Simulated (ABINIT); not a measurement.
# Nb (Im-3m): phonons by linear response

How does Nb (Im-3m) vibrate, and is this structure a minimum?

Calculated with ABINIT 10.8.3; DFT LDA, scalar-relativistic, plane waves, PseudoDojo norm-conserving pseudopotentials.

The database entry behind the starting cell differs from later determinations by our own check (about 0.8 % long, hydrogen-cycled sample), so it need not match the best structure at ambient conditions.

**1. Set-up**

Symmetry: Im-3m, No. 229, cubic system. Conventional cell: a = 3.328 Å, b = 3.328 Å, c = 3.328 Å, α = 90.00°, β = 90.00°, γ = 90.00°. Nearest to Nb lie 8 Nb at 2.88 Å.

Structure file:

```cif
data_structure
_symmetry_space_group_name_H-M 'P 1'
_symmetry_Int_Tables_number 1
_cell_length_a 2.8820
_cell_length_b 2.8820
_cell_length_c 2.8820
_cell_angle_alpha 109.471
_cell_angle_beta 109.471
_cell_angle_gamma 109.471
_cell_volume 18.43
loop_
_atom_site_label
_atom_site_type_symbol
_atom_site_fract_x
_atom_site_fract_y
_atom_site_fract_z
_atom_site_occupancy
Nb1 Nb 0.00000 0.00000 0.00000 1
```

**2. A first look**

A first run with smearing and empty bands tells whether the crystal has a gap, which decides between fixed occupations and smearing later on.

Contents of probe.abi:

```
# ground state
tolvrs 1.0d-08
prtden 1
prtwf 1

# basis, mesh and filling
ecut 37.0
ngkpt 8 8 8
nshiftk 1
shiftk 0.0 0.0 0.0
istwfk *1
occopt 7
tsmear 0.005
nband 12
nstep 100
diemac 9.0
prtebands 0
prtgsr 0

# cell and atoms
acell 5.446277508 5.446277508 5.446277508
rprim 
    -0.5773502692 0.5773502692 0.5773502692
    0.5773502692 -0.5773502692 0.5773502692
    0.5773502692 0.5773502692 -0.5773502692
ntypat 1
znucl 41
natom 1
typat 1
xred 
    0.0 0.0 0.0
pp_dirpath "./pseudo"
pseudos "Nb.upf"
```

The run is started by

```sh
OMP_NUM_THREADS=1 mpirun -n 8 abinit probe.abi > probe.log
```

Numbers of over 12 decimals in the logs are rounded to 6 here.

probe.abo, the main output file:

```text
[banners, grids, parts of the stress and lines that vanish by symmetry left out]
- input  file    -> probe.abi
- output file    -> probe.abo
- root for input  files -> probei
[...]
Symmetries : space group Im -3 m (#229); Bravais cI (body-center cubic)
[...]
mpw =        1409          nfft =       27000          nkpt =          29
[...]
== DATASET  1 ==================================================================
[...]
cutoff_energies: {ecut:  37.0, pawecutdg:  -1.0, }
[...]
ETOT  1  -62.312601933387    -6.231E+01 1.635E-01 7.533E+01
 ETOT  2  -62.342518800247    -2.992E-02 6.568E-03 1.300E+01
 ETOT  3  -62.345506151889    -2.987E-03 4.875E-04 4.199E-03
 ETOT  4  -62.345507412992    -1.261E-06 2.321E-04 3.812E-05
 ETOT  5  -62.345507420509    -7.517E-09 7.361E-05 1.790E-07
 ETOT  6  -62.345507420549    -4.031E-11 3.376E-05 1.775E-10
 At SCF step    6       vres2   =  1.77E-10 < tolvrs=  1.00E-08 =>converged.
[...]
sigma(1 1)=  4.17760375E-04  sigma(3 2)=  0.00000000E+00
  sigma(2 2)=  4.17760375E-04  sigma(3 1)=  0.00000000E+00
  sigma(3 3)=  4.17760375E-04  sigma(2 1)=  0.00000000E+00
[...]
convergence: {deltae: -4.031E-11, res2:  1.775E-10, residm:  3.376E-05, diffor: null, }
etotal    :  -6.23455074E+01
[...]
sigma(1 1)=  4.17760375E-04  sigma(3 2)=  0.00000000E+00
  sigma(2 2)=  4.17760375E-04  sigma(3 1)=  0.00000000E+00
  sigma(3 3)=  4.17760375E-04  sigma(2 1)=  0.00000000E+00
[...]
- sigma(1 1)=  1.22909346E+01  sigma(3 2)=  0.00000000E+00
- sigma(2 2)=  1.22909346E+01  sigma(3 1)=  0.00000000E+00
- sigma(3 3)=  1.22909346E+01  sigma(2 1)=  0.00000000E+00
[...]
fcart     -0.0000000000E+00 -0.0000000000E+00 -0.0000000000E+00
           strten      4.1776037481E-04  4.1776037481E-04  4.1776037481E-04
================================================================================

[key lines of the parts left out:]
pressure_GPa:  -1.2291E+01
```

The job ended after 2.9 s (8 MPI ranks of Intel Xeon Platinum 8488C (Sapphire Rapids), shared host; 22 s of CPU time).

This step gave:

```
volume per atom   : 18.43 Å³
pressure          : -12.29 GPa
gap on the k-mesh : 0 eV
```

No gap opens on this mesh, so smearing is kept; the printed pressure holds the stress of the finite basis too.

**3. Relaxing the cell and atoms**

The harmonic expansion needs vanishing forces, and a free crystal bears no stress, so cell and atoms are brought to rest. Stress is more sensitive to the basis than forces are: the last 3 Ha under the cutoff are smoothed with ecutsm, and the cutoff is raised above that of the later runs.

Contents of relax.abi:

```
# relaxation
ionmov 2
optcell 2
dilatmx 1.08
ntime 40
tolmxf 1.0d-05
tolvrs 1.0d-14
prtwf 0
prtden 0
chksymtnons 0

# basis, mesh and filling
ecut 46.0
ecutsm 3.0
ngkpt 12 12 12
nshiftk 1
shiftk 0.0 0.0 0.0
istwfk *1
occopt 7
tsmear 0.01
nband 12
nstep 100
diemac 1000000.0
prtebands 0
prtgsr 0

# cell and atoms
acell 5.446277508 5.446277508 5.446277508
rprim 
    -0.5773502692 0.5773502692 0.5773502692
    0.5773502692 -0.5773502692 0.5773502692
    0.5773502692 0.5773502692 -0.5773502692
ntypat 1
znucl 41
natom 1
typat 1
xred 
    0.0 0.0 0.0
pp_dirpath "./pseudo"
pseudos "Nb.upf"
```

The run is started by

```sh
OMP_NUM_THREADS=1 mpirun -n 8 abinit relax.abi > relax.log
```

relax.abo, the main output file:

```text
[banners, grids, parts of the stress and lines that vanish by symmetry left out]
- input  file    -> relax.abi
- output file    -> relax.abo
- root for input  files -> relaxi
[...]
Symmetries : space group Im -3 m (#229); Bravais cI (body-center cubic)
[...]
mpw =        2382          nfft =       46656          nkpt =          72
[...]
== DATASET  1 ==================================================================
[...]
cutoff_energies: {ecut:  46.0, pawecutdg:  -1.0, }
[...]
ETOT  1  -62.311004313403    -6.231E+01 1.750E-01 1.286E+02
 ETOT  2  -62.343486482017    -3.248E-02 2.448E-02 1.715E+01
 ETOT  3  -62.345782797659    -2.296E-03 2.154E-03 3.079E-03
 ETOT  4  -62.345783639367    -8.417E-07 2.521E-03 6.391E-05
 ETOT  5  -62.345783645975    -6.608E-09 1.812E-04 1.500E-07
[...]
At SCF step    8       vres2   =  4.92E-15 < tolvrs=  1.00E-14 =>converged.
[...]
sigma(1 1)=  4.12391431E-04  sigma(3 2)=  0.00000000E+00
  sigma(2 2)=  4.12391431E-04  sigma(3 1)=  0.00000000E+00
  sigma(3 3)=  4.12391431E-04  sigma(2 1)=  0.00000000E+00
[...]
convergence: {deltae:  2.984E-13, res2:  4.922E-15, residm:  1.842E-04, diffor: null, }
etotal    :  -6.23457836E+01
[...]
ETOT  1  -62.343338280480    -6.234E+01 1.296E-01 3.242E+01
[...]
At SCF step    8       vres2   =  3.82E-16 < tolvrs=  1.00E-14 =>converged.
[...]
sigma(1 1)=  2.11753391E-04  sigma(3 2)=  0.00000000E+00
  sigma(2 2)=  2.11753391E-04  sigma(3 1)=  0.00000000E+00
  sigma(3 3)=  2.11753391E-04  sigma(2 1)=  0.00000000E+00
[...]
convergence: {deltae:  1.158E-12, res2:  3.824E-16, residm:  7.289E-05, diffor: null, }
etotal    :  -6.23472212E+01
[...]
ETOT  1  -62.344216289643    -6.234E+01 1.174E-02 2.953E+01
[...]
At SCF step    8       vres2   =  1.73E-16 < tolvrs=  1.00E-14 =>converged.
[...]
sigma(1 1)= -1.95361914E-05  sigma(3 2)=  0.00000000E+00
  sigma(2 2)= -1.95361914E-05  sigma(3 1)=  0.00000000E+00
  sigma(3 3)= -1.95361914E-05  sigma(2 1)=  0.00000000E+00
[...]
convergence: {deltae: -1.208E-12, res2:  1.727E-16, residm:  2.503E-05, diffor: null, }
etotal    :  -6.23476548E+01
[...]
ETOT  1  -62.347635393302    -6.235E+01 5.744E-05 1.972E-01
[...]
At SCF step    7       vres2   =  1.28E-15 < tolvrs=  1.00E-14 =>converged.
[...]
sigma(1 1)=  7.27443387E-07  sigma(3 2)=  0.00000000E+00
  sigma(2 2)=  7.27443387E-07  sigma(3 1)=  0.00000000E+00
  sigma(3 3)=  7.27443387E-07  sigma(2 1)=  0.00000000E+00
[...]
convergence: {deltae:  1.080E-12, res2:  1.278E-15, residm:  8.430E-06, diffor: null, }
etotal    :  -6.23476581E+01
[...]
ETOT  1  -62.347658048224    -6.235E+01 3.756E-06 2.557E-04
[...]
ETOT  5  -62.347658077657     1.030E-12 3.802E-06 5.381E-13
 ETOT  6  -62.347658077657     3.411E-13 2.295E-07 8.252E-16
 At SCF step    6       vres2   =  8.25E-16 < tolvrs=  1.00E-14 =>converged.
[...]
sigma(1 1)=  2.25220622E-09  sigma(3 2)=  0.00000000E+00
  sigma(2 2)=  2.25220622E-09  sigma(3 1)=  0.00000000E+00
  sigma(3 3)=  2.25220622E-09  sigma(2 1)=  0.00000000E+00
[...]
convergence: {deltae:  3.411E-13, res2:  8.252E-16, residm:  2.295E-07, diffor: null, }
etotal    :  -6.23476581E+01
[...]
At Broyd/MD step   5, gradients are converged :
[...]
sigma(1 1)=  2.25220622E-09  sigma(3 2)=  0.00000000E+00
  sigma(2 2)=  2.25220622E-09  sigma(3 1)=  0.00000000E+00
  sigma(3 3)=  2.25220622E-09  sigma(2 1)=  0.00000000E+00
[...]
- sigma(1 1)=  6.62621948E-05  sigma(3 2)=  0.00000000E+00
- sigma(2 2)=  6.62621947E-05  sigma(3 1)=  0.00000000E+00
- sigma(3 3)=  6.62621948E-05  sigma(2 1)=  0.00000000E+00
[...]
fcart     -0.0000000000E+00 -0.0000000000E+00 -0.0000000000E+00
           strten      2.2522062236E-09  2.2522062201E-09  2.2522062236E-09
================================================================================

[key lines of the parts left out:]
pressure_GPa:  -6.6262E-05
Total energy (etotal) [Ha]= -6.23476580776565E+01
```

Run time: 27 s. Hardware: 8 MPI ranks; 3.6 min of CPU time.

Relaxation path:

| step | energy less that of the first step (eV) | largest force (eV/Å) | volume (Å³) |
| --- | --- | --- | --- |
| 1 | 0.0000 | 0.0000 | 18.43 |
| 2 | -0.0391 | 0.0000 | 17.75 |
| 3 | -0.0509 | 0.0000 | 17.11 |
| 4 | -0.0510 | 0.0000 | 17.16 |
| 5 | -0.0510 | 0.0000 | 17.16 |

| conventional cell, symmetrised | before | after | change |
| --- | --- | --- | --- |
| a (Å) | 3.328 | 3.250 | -2.4 % |
| b (Å) | 3.328 | 3.250 | -2.4 % |
| c (Å) | 3.328 | 3.250 | -2.4 % |
| volume (Å³/atom) | 18.43 | 17.16 | -6.9 % |

Final coordinates:

```xyz
1
Lattice="-1.6248 1.6248 1.6248 1.6248 -1.6248 1.6248 1.6248 1.6248 -1.6248" Properties=species:S:1:pos:R:3 pbc="T T T"
Nb    0.0000    0.0000    0.0000
```

Numbers from this step:

| Item | Value |
| --- | --- |
| volume per atom | 17.16 Å³ |
| pressure | -6.63e-5 GPa |

The volume changes by -6.9 % in this run and stands -6.9 % from the first cell.

**4. Self-consistent run for the response**

First-order wavefunctions inherit every error of the ground state, hence the very tight tolvrs. Smearing stays on, as the first look found no gap above 0.3 eV.

Contents of gs.abi:

```
# ground state
tolvrs 1.0d-16
prtden 1
prtwf 1

# basis, mesh and filling
ecut 37.0
ngkpt 12 12 12
nshiftk 1
shiftk 0.0 0.0 0.0
istwfk *1
occopt 7
tsmear 0.01
nband 12
nstep 100
diemac 1000000.0
prtebands 0
prtgsr 0

# cell and atoms
acell 5.318134443 5.318134443 5.318134443
rprim 
    -0.5773502692 0.5773502692 0.5773502692
    0.5773502692 -0.5773502692 0.5773502692
    0.5773502692 0.5773502692 -0.5773502692
ntypat 1
znucl 41
natom 1
typat 1
xred 
    0.0 0.0 0.0
pp_dirpath "./pseudo"
pseudos "Nb.upf"
```

The run is started by

```sh
OMP_NUM_THREADS=1 mpirun -n 8 abinit gs.abi > gs.log
```

gs.abo, the main output file:

```text
[banners, grids, parts of the stress and lines that vanish by symmetry left out]
- input  file    -> gs.abi
- output file    -> gs.abo
- root for input  files -> gsi
[...]
Symmetries : space group Im -3 m (#229); Bravais cI (body-center cubic)
[...]
mpw =        1264          nfft =       27000          nkpt =          72
[...]
== DATASET  1 ==================================================================
[...]
cutoff_energies: {ecut:  37.0, pawecutdg:  -1.0, }
[...]
ETOT  1  -62.316127273843    -6.232E+01 1.806E-01 6.645E+01
 ETOT  2  -62.345624768572    -2.950E-02 8.052E-02 8.534E+00
 ETOT  3  -62.347492998644    -1.868E-03 3.293E-02 6.266E-04
 ETOT  4  -62.347494244759    -1.246E-06 1.857E-03 3.673E-05
 ETOT  5  -62.347494251359    -6.600E-09 3.343E-04 1.047E-07
 ETOT  6  -62.347494251380    -2.120E-11 4.426E-04 1.792E-10
 ETOT  7  -62.347494251380    -1.563E-13 7.264E-05 1.381E-12
 ETOT  8  -62.347494251381    -2.132E-13 3.962E-04 4.259E-15
 ETOT  9  -62.347494251382    -1.087E-12 5.486E-05 5.554E-19
 At SCF step    9       vres2   =  5.55E-19 < tolvrs=  1.00E-16 =>converged.
[...]
sigma(1 1)=  2.06315227E-05  sigma(3 2)=  0.00000000E+00
  sigma(2 2)=  2.06315227E-05  sigma(3 1)=  0.00000000E+00
  sigma(3 3)=  2.06315227E-05  sigma(2 1)=  0.00000000E+00
[...]
convergence: {deltae: -1.087E-12, res2:  5.554E-19, residm:  5.486E-05, diffor: null, }
etotal    :  -6.23474943E+01
[...]
sigma(1 1)=  2.06315227E-05  sigma(3 2)=  0.00000000E+00
  sigma(2 2)=  2.06315227E-05  sigma(3 1)=  0.00000000E+00
  sigma(3 3)=  2.06315227E-05  sigma(2 1)=  0.00000000E+00
[...]
- sigma(1 1)=  6.07000355E-01  sigma(3 2)=  0.00000000E+00
- sigma(2 2)=  6.07000355E-01  sigma(3 1)=  0.00000000E+00
- sigma(3 3)=  6.07000355E-01  sigma(2 1)=  0.00000000E+00
[...]
fcart     -0.0000000000E+00 -0.0000000000E+00 -0.0000000000E+00
           strten      2.0631522707E-05  2.0631522707E-05  2.0631522707E-05
================================================================================

[key lines of the parts left out:]
pressure_GPa:  -6.0700E-01
```

Run time: 5.1 s. Hardware: 8 MPI ranks.

This step gave:

```yaml
pressure: -0.6070 GPa
```

The cell stands at -0.61 GPa: the relaxation ran with a smoothed and higher cutoff, and the difference is a stress of the finite basis.

(Part 1 of 3 ends here.)

[Host names and launcher messages were left out of these logs when they were recorded.]

[Logs are printed without paths, hosts, clocks, repeated set-up lines and the standing remarks that a program may print on its own settings, such as how far it seeks lower states.]

[Hosts, paths, dates, database ids (printed as entryN), source tags and the programs' standing remarks are cut or masked in the printed files.]
